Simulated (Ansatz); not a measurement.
# ZrCdS3 (model cell, started as cubic perovskite with Zr in the octahedra): following an unstable mode

Aim: this structure of ZrCdS3 (model cell, started as cubic perovskite with Zr in the octahedra) is to be tested for unstable modes, and one is followed downhill.

Main program and level: Ansatz 0.2.0; DFT PBEsol, scalar-relativistic, plane waves, PAW; PAW set soft_1.

The structure was built from a prototype and need not be the compound's stable phase.

## Step 1: Set-up

It takes space group Pm-3m (No. 221, cubic). The conventional cell has a = 4.920 Å, b = 4.920 Å, c = 4.920 Å, α = 90.00°, β = 90.00°, γ = 90.00°. Cd has 12 S at 3.48 Å nearest. Zr has 6 S at 2.46 Å nearest. S has 2 Zr at 2.46 Å nearest. Farther neighbours, and contacts between anions beyond the nearest, are not listed.

Coordinates:

```cif
data_structure
_symmetry_space_group_name_H-M 'P 1'
_symmetry_Int_Tables_number 1
_cell_length_a 4.9204
_cell_length_b 4.9204
_cell_length_c 4.9204
_cell_angle_alpha 90.000
_cell_angle_beta 90.000
_cell_angle_gamma 90.000
_cell_volume 119.13
loop_
_atom_site_label
_atom_site_type_symbol
_atom_site_fract_x
_atom_site_fract_y
_atom_site_fract_z
_atom_site_occupancy
Cd1 Cd 0.00000 0.00000 0.00000 1
Zr2 Zr 0.50000 0.50000 0.50000 1
S3 S 0.50000 0.50000 0.00000 1
S4 S 0.50000 0.00000 0.50000 1
S5 S 0.00000 0.50000 0.50000 1
```

## Step 2: The dispersion

Stability and thermal properties need the whole zone. Linear response on a 2×2×2 q mesh gives force constants as far as a supercell of that size would.

Input file input.yaml:

```yaml
crystal:
  lattice:
    - [4.9204475525, 0.0, 0.0]
    - [0.0, 4.9204475525, 0.0]
    - [0.0, 0.0, 4.9204475525]
  atoms:
    - { symbol: Cd, position: [0.0, 0.0, 0.0] }
    - { symbol: Zr, position: [0.5, 0.5, 0.5] }
    - { symbol: S, position: [0.5, 0.5, 0.0] }
    - { symbol: S, position: [0.5, 0.0, 0.5] }
    - { symbol: S, position: [0.0, 0.5, 0.5] }
kpoints:
  mp_grid: { grid: [8, 8, 8] }
hamiltonian:
  xc: pbesol
  pseudopotentials: { kind: paw, azcp: { folder: soft_1 }, xc_functional: pbe }
scf:
  occupations: { method: methfessel_paxton, width: 0.2 }
output:
  eigenvalues: true
phonons:
  method: dfpt
  qmesh: [2, 2, 2]
  temperatures: { t_max: 1000, t_step: 50 }
  qpath:
    path:
      - [[0.0, 0.0, 0.0], [0.0, 0.5, 0.0], [0.5, 0.5, 0.0], [0.0, 0.0, 0.0], [0.5, 0.5, 0.5], [0.0, 0.5, 0.0]]
      - [[0.5, 0.5, 0.5], [0.5, 0.5, 0.0]]
    npoints: 10
```

Started as:

```
> ansatz run input.yaml --threads 8 --pin off --max-ram 16384MiB --backend cpu --events-out ev --progress --plain --runs-dir out
```

Output:

```text
Engine: ansatz 0.2.0, x86_64-unknown-linux-gnu
Pseudopotentials: kind: paw
Pseudopotential: Cd, paw, valence charge 20, recommended cutoff 420 eV (normal), soft_1/Cd.paw.azcp
Pseudopotential: Zr, paw, valence charge 12, recommended cutoff 420 eV (normal), soft_1/Zr.paw.azcp
Pseudopotential: S, paw, valence charge 6, recommended cutoff 420 eV (normal), soft_1/S.paw.azcp
Functional definition: PBEsol
  exchange = pbesol_x
  correlation = pbesol_c
Crystal: 5 atoms, lattice volume = 119.128 Å³
Basis set: ecut = 420 eV, 2325 PW (Γ), exchange–correlation on 72×72×72 points (8 copies of the dense FFT grid, shifted against one another)
Bands: 30, of which v1, the nominal top of the filled ones, is band 25 counted from 1 (24 counted from 0)
Symmetry: 48 space group operations
k-points: 35 of 512
Non-local potential: Cd, projectors of the file, l = 0: 3, l = 1: 2, l = 2: 2, l = 3: 1
Non-local potential: Zr, projectors of the file, l = 0: 3, l = 1: 2, l = 2: 2, l = 3: 1
Non-local potential: S, projectors of the file, l = 0: 2, l = 1: 2, l = 2: 1
PAW form: soft (Blöchl's): semilocal exchange-correlation on the pseudo side does not see the compensation charge
PAW frozen core: Cd, regenerated for the run's functional, and the local potential with it (the file was generated under x = pbe(κ = 0.804, μ = 0.219515), c = pbe(β = 0.066725))
PAW frozen core: Zr, regenerated for the run's functional, and the local potential with it (the file was generated under x = pbe(κ = 0.804, μ = 0.219515), c = pbe(β = 0.066725))
PAW frozen core: S, regenerated for the run's functional, and the local potential with it (the file was generated under x = pbe(κ = 0.804, μ = 0.219515), c = pbe(β = 0.066725))
PAW one-centre angular grid: Cd, 590 points (default); XC on 64 Gauss nodes
PAW one-centre angular grid: Zr, 590 points (default); XC on 64 Gauss nodes
PAW one-centre angular grid: S, 110 points (default); XC on 64 Gauss nodes
Initial density: superposition of atomic densities (chi_scale 0.1, normalization cell, long waves kept (reshape's long-wave potential 0.00 eV rms))
Initial wavefunctions: pseudopotential atomic-orbital guess
Functional: x = pbesol(κ = 0.804, μ = 0.123457), c = pbesol(β = 0.046)
SCF iter   1: F=—  HF=-14971.455202 eV  |F-HF|=—  |Δ(HF+E_count)|=         —  Δρ=3.98e-2  dr2=4.29e0  ethr=3.10e-3  ⟨swp⟩=6.0  Hψ=4609  notcnv=0
preconditioner: auto → Kerker (q_TF=auto, 2.361 Å⁻¹)  [metal: Δε(μ)=0.001 eV  Ē_g=7.791 eV  σ=0.200 eV  W_gap=0.00  n_scr=26 (ndim 8)  ℏωp=19.8 eV  f_vac=0.000  D(μ)=3.09/eV (n_scr^D=18)]
SCF iter   2: F=—  HF=-14970.829647 eV  |F-HF|=—  |Δ(HF+E_count)|=   6.26e-1  S|Δr|=    0.00e0  Δρ=2.28e-2  dr2=1.77e0  ethr=3.10e-3  ⟨swp⟩=2.0  Hψ=1432  notcnv=0
SCF iter   3: F=—  HF=-14970.410655 eV  |F-HF|=—  |Δ(HF+E_count)|=   4.19e-1  S|Δr|=    0.00e0  Δρ=6.24e-3  dr2=1.64e-1  ethr=3.10e-3  ⟨swp⟩=2.7  Hψ=1705  notcnv=0
SCF iter   4: F=—  HF=-14970.369131 eV  |F-HF|=—  |Δ(HF+E_count)|=   4.15e-2  S|Δr|=    0.00e0  Δρ=2.57e-3  dr2=1.74e-2  ethr=3.28e-4  ⟨swp⟩=2.5  Hψ=2055  notcnv=0
SCF iter   5: F=—  HF=-14970.366077 eV  |F-HF|=—  |Δ(HF+E_count)|=   3.05e-3  S|Δr|=    0.00e0  Δρ=8.83e-4  dr2=8.66e-4  ethr=3.49e-5  ⟨swp⟩=2.0  Hψ=1506  notcnv=0
SCF iter   6: F=—  HF=-14970.366050 eV  |F-HF|=—  |Δ(HF+E_count)|=   2.70e-5  S|Δr|=    0.00e0  Δρ=2.00e-4  dr2=6.83e-5  ethr=1.73e-6  ⟨swp⟩=2.1  Hψ=1981  notcnv=0  defer=1
SCF iter   7: F=—  HF=-14970.366091 eV  |F-HF|=—  |Δ(HF+E_count)|=   4.11e-5  S|Δr|=    0.00e0  Δρ=5.59e-5  dr2=7.90e-6  ethr=1.37e-7  ⟨swp⟩=2.1  Hψ=1311  notcnv=0  defer=1
SCF iter   8: F=—  HF=-14970.366077 eV  |F-HF|=—  |Δ(HF+E_count)|=   1.33e-5  S|Δr|=    0.00e0  Δρ=1.17e-5  dr2=2.74e-7  ethr=1.58e-8  ⟨swp⟩=2.1  Hψ=1567  notcnv=0  defer=1
SCF iter   9: F=—  HF=-14970.366091 eV  |F-HF|=—  |Δ(HF+E_count)|=   1.34e-5  S|Δr|=    0.00e0  Δρ=3.44e-6  dr2=3.00e-8  ethr=5.49e-10  ⟨swp⟩=2.1  Hψ=1465  notcnv=0  defer=1
SCF iter  10: F=—  HF=-14970.366091 eV  |F-HF|=—  |Δ(HF+E_count)|=  7.28e-10  S|Δr|=    0.00e0  Δρ=5.30e-7  dr2=3.66e-10  ethr=6.00e-11  ⟨swp⟩=2.3  Hψ=1637  notcnv=0  defer=1
SCF iter  11: F=-14970.366091 eV  HF=-14970.366091 eV  |F-HF|=1.46e-11  |Δ(HF+E_count)|=  2.46e-10  S|Δr|=    0.00e0  Δρ=9.46e-8  dr2=7.45e-12  ethr=1.00e-12  ⟨swp⟩=6.7  Hψ=6217  notcnv=0
SCF 1 converged in 11 iterations: F = -14970.366091 eV  dr2 = 7.45e-12
  greatest PAW one-centre occupation: 1.000 electrons in one spin orbital (limit 2), on the Cd atom at site 0 (counted from 0), in its partial waves of l = 0
Initial density: read from a saved state, or passed on in memory by an earlier SCF of this step, an earlier step, the calling program or the single point that the run made first
iter 1 solved again at ethr=1.25e-6 eV; its pass at ethr=3.10e-3 eV (dr2=6.26e-4 eV) is discarded
SCF iter   1: F=—  HF=-14970.366089 eV  |F-HF|=—  |Δ(HF+E_count)|=         —  Δρ=2.04e-6  dr2=2.20e-9  ethr=1.25e-6  ⟨swp⟩=3.3  Hψ=7267  notcnv=0
eigensolver tolerance schedule: the retry pair's looser diagonalisation over-reported the residual by 285096.25 of it (diagonalisation noise at an unbounded share of the residual, at the tolerance the schedule requests for it); recorded, not acted on — ethr = c·dr2/N_el stays at c = 1.0e-1
preconditioner: auto → Kerker (q_TF=auto, 2.361 Å⁻¹)  [metal: Δε(μ)=0.036 eV  Ē_g=8.244 eV  σ=0.200 eV  W_gap=0.15  n_scr=26 (ndim 8)  ℏωp=19.8 eV  f_vac=0.003  D(μ)=3.61/eV (n_scr^D=26)]
SCF iter   2: F=—  HF=-14970.366091 eV  |F-HF|=—  |Δ(HF+E_count)|=   1.36e-6  S|Δr|=    0.00e0  Δρ=9.80e-7  dr2=5.56e-10  ethr=4.39e-12  ⟨swp⟩=5.1  Hψ=3562  notcnv=0
SCF iter   3: F=—  HF=-14970.366091 eV  |F-HF|=—  |Δ(HF+E_count)|=  6.00e-11  S|Δr|=    0.00e0  Δρ=6.64e-7  dr2=2.28e-10  ethr=1.11e-12  ⟨swp⟩=1.5  Hψ=1078  notcnv=0
SCF iter   4: F=—  HF=-14970.366091 eV  |F-HF|=—  |Δ(HF+E_count)|=  1.64e-11  S|Δr|=    0.00e0  Δρ=4.18e-7  dr2=9.06e-11  ethr=1.00e-12  ⟨swp⟩=1.0  Hψ=1050  notcnv=0
SCF iter   5: F=—  HF=-14970.366091 eV  |F-HF|=—  |Δ(HF+E_count)|=  1.82e-12  S|Δr|=    0.00e0  Δρ=2.67e-7  dr2=3.94e-11  ethr=1.00e-12  ⟨swp⟩=1.0  Hψ=1050  notcnv=0
SCF iter   6: F=—  HF=-14970.366091 eV  |F-HF|=—  |Δ(HF+E_count)|=  1.82e-12  S|Δr|=    0.00e0  Δρ=1.96e-7  dr2=2.12e-11  ethr=1.00e-12  ⟨swp⟩=1.0  Hψ=1050  notcnv=0
SCF iter   7: F=-14970.366091 eV  HF=-14970.366091 eV  |F-HF|=3.64e-12  |Δ(HF+E_count)|=    0.00e0  S|Δr|=    0.00e0  Δρ=1.28e-7  dr2=9.03e-12  ethr=1.00e-12  ⟨swp⟩=1.7  Hψ=2349  notcnv=0
SCF 2 converged in 7 iterations: F = -14970.366091 eV  dr2 = 9.03e-12
phonons: the bands overlap, so this run is a metal and interpolates without the dipole-dipole term. If the crystal is really an insulator or semiconductor, its LO-TO splitting is missing
NSCF: frozen V_eff on 35 k-points
WARN: eigensolver did not converge (k=33): 1 band(s) unlocked after 2 eigensolves, warm-restarted (20 sweeps on the last) at ethr=1.77e-12 eV (storage-precision floor; scheduled 1.00e-12 eV) (lowest unlocked band 29, counted from 0; max residual 3.07e-2 eV among the unlocked bands, 3.07e-2 eV over every band; other slots of this pass that fall short are told together in one closing line; warning suppressed until the next SCF loop or pass starts)
NSCF: frozen V_eff on 125 k-points
DFPT response loops at q = (0, 0, 0) (fractional): preconditioner auto → Kerker (q_TF=auto, 2.361 Å⁻¹) (partly filled bands, converged f_vac=0.003); β = 1.00, the filter's whole step (`scf.mixing.beta` (0.50) is not read by the response loops under this deck's `scf.mixing.preconditioner`; to damp them name `kerker` or `kerker_dos`, under which they read `scf.mixing.beta`, and type it under 1.00, their step now; both keys bind the ground state too); Broyden in place of MSR1
NSCF: frozen V_eff on 250 k-points
DFPT response loops at q = (0, 0, -0.5) (fractional): mixed as the last ones told, above
NSCF: frozen V_eff on 250 k-points
DFPT response loops at q = (0, -0.5, -0.5) (fractional): mixed as the last ones told, above
NSCF: frozen V_eff on 250 k-points
DFPT response loops at q = (-0.5, -0.5, -0.5) (fractional): mixed as the last ones told, above
SCF converged after 11 iterations
Stability not checked: this state was not tested for a lower state beside it, because cold or Methfessel-Paxton smearing, or corrected tetrahedra, fill the levels in a way that the test cannot read (fill_not_monotonic; see scf.lower_state_search)
Free energy (F): -14970.366091 eV
Harris-Foulkes:  -14970.366091 eV  (|F-HF|=1.46e-11)
Internal energy: -14970.356736 eV  (E = F + TS)
E sigma→0 (E₀):  -14970.363752 eV
Entropy (-TS):   -0.009355 eV (-1.871 meV/atom)
Fermi energy:    7.115321 eV
--- Per-component energies (eV) ---
  E_band       = -680.112942
  E_kinetic    = 1072.169273
  E_local      = -5109.758526  (includes V_loc(G=0)·N_el)
  E_nonlocal   = 303.449030
  E_hartree    = 2180.594824
  E_xc         = -570.622035
  E_vxc        = -622.245119  (∫ρ·V_xc dr)
  E_paw        = -8718.291828  (= ΣΔE_a)
  E_vpaw       = -684.917494  (= ΣTr[D̂ρ^β])
  E_aug_tail   = 0.000266  (compensation charges beyond the density's cutoff)
  E_ewald      = -4128.591268
  E_core_change = 0.693530  (= ΣΔE_core)
  E_smearing   = -0.009355  (= −TS)
  E_closure    = -0.000000  (closes the sum)
  Σ components = -14970.366091   (vs F -14970.366091, Δ=0.00e0)
--- Band table (eV; the first three rows and the last of 35) ---
  k-point 0: bands = [... 21 lower, 6.1008, 6.1008, 6.7086, 6.7086, 6.7086, 7.8622, 7.8622, 7.8622, ... 1 higher]
  k-point 1: bands = [... 21 lower, 5.8765, 6.0477, 6.6030, 6.6030, 6.6730, 7.8692, 8.3346, 8.3346, ... 1 higher]
  k-point 2: bands = [... 21 lower, 5.3966, 5.9262, 6.5796, 6.5796, 7.2472, 7.8863, 9.2105, 9.2105, ... 1 higher]
  k-point 34: bands = [... 21 lower, 3.2528, 5.6842, 7.3617, 7.3617, 7.3617, 10.7764, 10.7764, 10.7764, ... 1 higher]
--- Phonons (Γ-DFPT): 4 representative perturbations + reference (Σ response iterations 12) ---
  ASR residual: 5.530e-5 → 0.000e0 eV/Å²; symmetrization residual: 1.810e-5 eV/Å²
  ASR residual per site (eV/Å²): 4.00e-5 3.02e-5 5.53e-5 5.53e-5 5.53e-5
  Γ frequencies (cm⁻¹): -135.65 -135.65 -135.65 -118.82 -118.82 -118.82 -57.26 -57.26 -57.26 0.00 0.00 0.00 356.74 356.74 356.74
--- Phonons (arbitrary-q DFPT): 4 irreducible q on the 2×2×2 mesh ---
  q = [0.0000, 0.0000, 0.0000] (star 1, of the zone-centre solve; hermiticity 2.93e-6, symmetrization 2.03e-12): -135.65 -135.65 -135.65 -118.82 -118.82 -118.82 -57.26 -57.26 -57.26 -0.00 0.00 0.00 356.74 356.74 356.74
  q = [0.0000, 0.0000, -0.5000] (star 3, 9 solved perturbations in 975 linear systems a pass and spin channel, the states on 125 of 512 k-point pairs; hermiticity 8.91e-7, symmetrization 2.20e-12): -129.29 -118.02 -118.02 -71.32 -71.32 -53.69 -50.76 -50.76 -31.80 51.06 51.06 199.92 361.37 361.37 414.85
  q = [0.0000, -0.5000, -0.5000] (star 3, 9 solved perturbations in 975 linear systems a pass and spin channel, the states on 125 of 512 k-point pairs; hermiticity 1.11e-6, symmetrization 1.89e-13): -183.56 -97.42 -97.42 -64.52 -60.91 -3.61 -3.61 58.77 58.77 124.78 193.99 193.99 364.18 367.39 446.30
  q = [-0.5000, -0.5000, -0.5000] (star 1, 4 solved perturbations in 350 linear systems a pass and spin channel, the states on 125 of 512 k-point pairs; hermiticity 5.56e-8, symmetrization 2.59e-13): -180.15 -180.15 -180.15 -64.90 -64.90 -64.90 149.35 149.35 149.35 185.17 185.17 185.17 361.88 361.88 466.85
  sum rule: each row above includes the acoustic sum rule's correction from the zone centre's row sums; it moved no ω² by more than (0.68 cm⁻¹)²
  mesh force constants: q→R imaginary residual 2.89e-18; ASR residual 5.530e-5 → 0.000e0 eV/Å²; symmetrization residual 1.776e-14 eV/Å²
  interpolated dispersion: 62 rows × 15 modes
  density of states and harmonic sums: on the 14×14×14 q-mesh, interpolated from the force constants of a 2×2×2 supercell (no non-analytic term)
  largest difference from the sums on the solved wave vectors: F 2.18e-1 eV, S 3.16e-4 and C_V 9.86e-5 eV/K
  zero-point energy: 0.105719 eV/cell   skipped modes (ω ≤ 0): 875, of them read as no rigid motion or as one in doubt: 872 (7.105e0 modes/cell left out, lowest -183.56 cm⁻¹)   left out of the sums: 4.74e-1 of the cell's modes: C_V's classical limit lies that fraction below 3 k_B per atom; for a crystal, a wire or a layer, F and S can be off by more, and a phonons.interpolated_qmesh denser along its periods is the remedy for the sampling
```

Run time: 1.7 min. Hardware: 8 threads of AMD EPYC 7B13 (Zen 3), shared host; peak memory 1.5 GiB.

Numbers from this step:

| Property | Result |
| --- | --- |
| volume per atom | 23.83 Å³ |
| gap on the k-mesh | 0 eV |
| sum-rule residual before enforcement | 5.53e-5 eV/Å² |
| lowest frequency on the path | -183.6 cm⁻¹ |
| point group | m-3m |
| highest frequency on path, mesh or solved points | 466.9 cm⁻¹ |
| highest optical mode at the zone centre (no LO-TO term) | 356.7 cm⁻¹ |
| lowest optical zone-centre mode | -135.7 cm⁻¹ |
| lowest mode on the q mesh (acoustic modes at Γ apart) | -183.6 cm⁻¹ |

Frequencies (cm⁻¹) solved at each irreducible wavevector; negative means imaginary. Frequencies by wavevector, by row:

```
q in reciprocal lattice units  star  mode 1  mode 2  mode 3  mode 4  mode 13  mode 14  mode 15
                        0 0 0     1  -135.7  -135.7  -135.7  -118.8    356.7    356.7    356.7
                     0 0 -0.5     3  -129.3    -118    -118   -71.3    361.4    361.4    414.9
                  0 -0.5 -0.5     3  -183.6   -97.4   -97.4   -64.5    364.2    367.4    446.3
               -0.5 -0.5 -0.5     1  -180.2  -180.2  -180.2   -64.9    361.9    361.9    466.9
```

Interpolated from a 2×2×2 q mesh. The phonon branches at the labelled points (cm⁻¹):

```
    point  branch 1  branch 2  branch 3  branch 4  branch 12  branch 13  branch 14  branch 15
        Γ      -136      -136      -136      -119          0        357        357        357
  halfway      -132      -124      -124       -96        138        359        359        385
        X      -129      -118      -118       -71        200        361        361        415
  halfway      -158      -103       -98       -77        197        364        365        428
        M      -184       -97       -97       -64        194        364        367        446
  halfway      -147      -107      -106       -88        138        362        364        404
        Γ      -136      -136      -136      -119          0        357        357        357
  halfway      -149      -134      -134       -72        138        365        365        420
        R      -180      -180      -180       -65        185        362        362        467
  halfway      -160      -146      -136       -70        194        365        366        440
        X      -129      -118      -118       -71        200        361        361        415
jump to R      -180      -180      -180       -65        185        362        362        467
  halfway      -182      -150      -150       -66        190        363        366        455
        M      -184       -97       -97       -64        194        364        367        446
```

Symmetry leaves 4 wavevectors to solve. The lowest mode among them, the acoustic zeros apart, lies at q = (0, -0.5, -0.5) and is imaginary, 183.6i cm⁻¹, so the energy falls along it.

## Step 3: The mode frozen in, largest atomic shift 0 Å

The mode followed lies at q = (-0.5, -0.5, -0.5) with frequency 180.2i cm⁻¹ and is 3-fold degenerate, one of the unstable modes though not the softest. At small amplitude the pattern taken leaves space group no. 140 by a symmetry search on the positions. The undistorted cell that holds it gives the zero of energy on the same k mesh.

System of this step: ZrCdS3 (model cell, started as cubic perovskite with Zr in the octahedra). It takes space group Pm-3m (No. 221, cubic). The conventional cell has a = 4.920 Å, b = 4.920 Å, c = 4.920 Å, α = 90.00°, β = 90.00°, γ = 90.00°. Nearest to Cd lie 12 S at 3.48 Å. Zr has 6 S at 2.46 Å nearest. Nearest to S lie 2 Zr at 2.46 Å. Farther neighbours, and contacts between anions beyond the nearest, are not listed.

input.yaml, the sections that differ from step 2:

```yaml
crystal:
  lattice:
    - [4.9204475525, 4.9204475525, 0.0]
    - [4.9204475525, 0.0, 4.9204475525]
    - [4.9204475525, 0.0, -4.9204475525]
  atoms:
    - { symbol: Cd, position: [0.0, 0.5, 0.5] }
    - { symbol: Cd, position: [0.0, 0.0, 0.0] }
    - { symbol: Zr, position: [0.5, 0.25, 0.75] }
    - { symbol: Zr, position: [0.5, 0.75, 0.25] }
    - { symbol: S, position: [0.5, 0.0, 1.0] }
    - { symbol: S, position: [0.5, 0.5, 0.5] }
    - { symbol: S, position: [0.0, 0.0, 0.5] }
    - { symbol: S, position: [0.0, 0.5, 0.0] }
    - { symbol: S, position: [0.5, 0.0, 0.5] }
    - { symbol: S, position: [0.5, 0.5, 0.0] }
output:
  forces: true
  stress: true
  eigenvalues: true
# kpoints, hamiltonian, scf: as in step 2
# phonons: removed
```

Output:

```text
[...]
Crystal: 10 atoms, lattice volume = 238.256 Å³
Basis set: ecut = 420 eV, 4645 PW (Γ), exchange–correlation on 96×96×96 points (8 copies of the dense FFT grid, shifted against one another)
Bands: 60, of which v1, the nominal top of the filled ones, is band 50 counted from 1 (49 counted from 0)
Symmetry: 96 space group operations
[...]
k-points: 29 of 512
[...]
k-point 0: bands = [... 46 lower, 6.7075, 6.7075, 6.7075, 7.3602, 7.3602, 7.3602, 7.8624, 7.8624, ... 6 higher]
  k-point 1: bands = [... 46 lower, 6.5535, 6.5535, 6.6311, 7.2646, 7.2646, 7.2985, 8.1180, 8.1180, ... 6 higher]
  k-point 2: bands = [... 46 lower, 6.3405, 6.3405, 6.7886, 7.0147, 7.0147, 7.1313, 8.6256, 8.6256, ... 6 higher]
  k-point 28: bands = [... 46 lower, 5.8026, 5.8026, 6.6464, 6.6464, 7.8649, 7.8649, 9.2554, 9.2554, ... 6 higher]
[key lines of the parts left out:]
SCF converged after 9 iterations
Free energy (F): -29940.732414 eV
Fermi energy:    7.085935 eV
P = ⅓ Tr σ = -0.0186 GPa (-0.186 kbar)
```

It took 2.8 s on 8 threads; peak memory 1.1 GiB.

This step gave:

```yaml
pressure: -0.01864 GPa
energy_from_the_undistorted_cell: 0 meV/atom
```

The run ends at a pressure of -0.02 GPa.

(Continued in part 2 of 3.)

[Long decimals in the printed logs are rounded to 6 places.]

[Logs are printed without paths, hosts, clocks, repeated set-up lines and the standing remarks that a program may print on its own settings, such as how far it seeks lower states.]

[Hosts, paths, dates, database ids (printed as entryN), source tags and the programs' standing remarks are cut or masked in the printed files.]

[Where the starting crystal was built by hand or by swapping elements, it need not be the compound's stable phase.]
